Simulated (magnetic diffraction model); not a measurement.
# CrAgBiS₄ below its ordering temperature

Space group P2 (no. 3), a = 8.2990 Å, b = 6.4090 Å, c = 11.4470 Å, β = 90.07°.

| site | atom | x | y | z |
| --- | --- | --- | --- | --- |
| 2e | Bi | 0.2523 | 0.9978 | 0.8117 |
| 2e | Bi | 0.2472 | 0.4979 | 0.3105 |
| 2e | Ag | 0.7476 | 0.0201 | 0.8232 |
| 2e | Ag | 0.7540 | 0.5246 | 0.3328 |
| 1d | Cr | 1/2 | 0.0079 | 1/2 |
| 1c | Cr | 1/2 | 0.5020 | 0 |
| 1a | Cr | 0 | 0.5078 | 0 |
| 1b | Cr | 0 | 0.0062 | 1/2 |
| 2e | S | 0.2487 | 0.7071 | 0.8628 |
| 2e | S | 0.2503 | 0.1924 | 0.3574 |
| 2e | S | 0.0548 | 0.1376 | 0.8613 |
| 2e | S | 0.0398 | 0.6307 | 0.3639 |
| 2e | S | 0.4522 | 0.1366 | 0.8643 |
| 2e | S | 0.4461 | 0.6312 | 0.3540 |
| 2e | S | 0.7530 | 0.5197 | 0.8590 |
| 2e | S | 0.7473 | 0.0343 | 0.3623 |

The compound is invented for this exercise: a known structure type with other elements, its cell scaled to their sizes and not relaxed.

Only Cr is taken to order (form factors of Cr4+); orders and moment sizes are assumed, and not adapted to the symmetry. Radiation: neutrons of λ = 2.36 Å, 5° to 30°; isotropic B of 0.58 Å² (Bi), 0.6 Å² (Ag), 0.94 Å² (Cr) and 1 Å² (S). Simulated constant-wavelength pattern: nuclear and magnetic terms add, the magnetic one as |2.695 fm × Σ f S⊥ exp(2πi Q·r) exp(−B s²)|², summed over all Q at one angle with the factor 1/(sin²θ cos θ). For collinear order S is the moment m, which repeats by lattice and centring translations R with the sign exp(−2πi k·R). Free-ion form factors, Sears's scattering lengths of 1992, no absorption; a label names one of the reflections at its angle. The strongest nuclear line in the range is 100, and lines under 0.2 are left out.

Above the ordering temperature:

```
2θ (°)     index      I
 23.80   (0 0 2)  100.0
 24.36   (0 1 1)   20.5
 26.90   (1 1 0)    0.3
 28.99  (1 0 -2)    7.6
 29.02   (1 0 2)    8.6
 29.47  (1 1 -1)   59.7
 29.49   (1 1 1)   61.8
```

Below it (cell unchanged):

```csv
2θ (°),I
11.83,59.5
21.22,31.6
23.80,100.0
24.36,20.5
26.90,0.3
28.99,7.6
29.02,8.6
29.47,59.7
29.49,61.8
```

**Question.** Find the propagation vector, then choose among these models:
A. collinear moments along [111], 1.7 μB on Cr; signs + at (1/2, 0.0079, 1/2), − at (1/2, 0.5020, 0), + at (0, 0.5078, 0), − at (0, 0.0062, 1/2)
B. collinear moments along [111], 1.7 μB on Cr; signs + at (1/2, 0.0079, 1/2), − at (1/2, 0.5020, 0), − at (0, 0.5078, 0), + at (0, 0.0062, 1/2)
C. collinear moments along [010], 1.7 μB on Cr; signs + at (1/2, 0.0079, 1/2), − at (1/2, 0.5020, 0), − at (0, 0.5078, 0), + at (0, 0.0062, 1/2)
D. collinear moments along [010], 1.7 μB on Cr; signs + at (1/2, 0.0079, 1/2), − at (1/2, 0.5020, 0), + at (0, 0.5078, 0), − at (0, 0.0062, 1/2)

No line moves, and magnetic intensity stands at places without nuclear intensity; new lines at (0 0 1) and (0 1 0) have whole indices that obey the lattice centring, at places with no nuclear intensity to speak of, so the magnetic cell equals the chemical primitive cell: k = 0.

Magnetic intensity, observed (below minus above) and for each model:

| 2θ (°) | index | observed | A | B | C | D |
| --- | --- | --- | --- | --- | --- | --- |
| 11.83 | (0 0 1) | 59.5 | <0.2 | 59.5 | 130.6 | <0.2 |
| 20.22 | (1 0 -1) | <0.2 | 42.3 | <0.2 | <0.2 | 42.3 |
| 20.24 | (1 0 1) | <0.2 | 10.6 | <0.2 | <0.2 | 42.2 |
| 21.22 | (0 1 0) | 31.6 | <0.2 | 31.6 | <0.2 | <0.2 |
| 26.90 | (1 1 0) | <0.2 | 35.3 | <0.2 | <0.2 | 16.8 |

Model B matches.

The absence at (1 0 -1) is telling: the sublattices cancel there.

The structure used: k = (0 0 0), collinear moments along [111], 1.7 μB on Cr; signs + at (1/2, 0.0079, 1/2), − at (1/2, 0.5020, 0), − at (0, 0.5078, 0), + at (0, 0.0062, 1/2).

[Logs are printed without paths, hosts, clocks, repeated set-up lines and the standing remarks that a program may print on its own settings, such as how far it seeks lower states.]
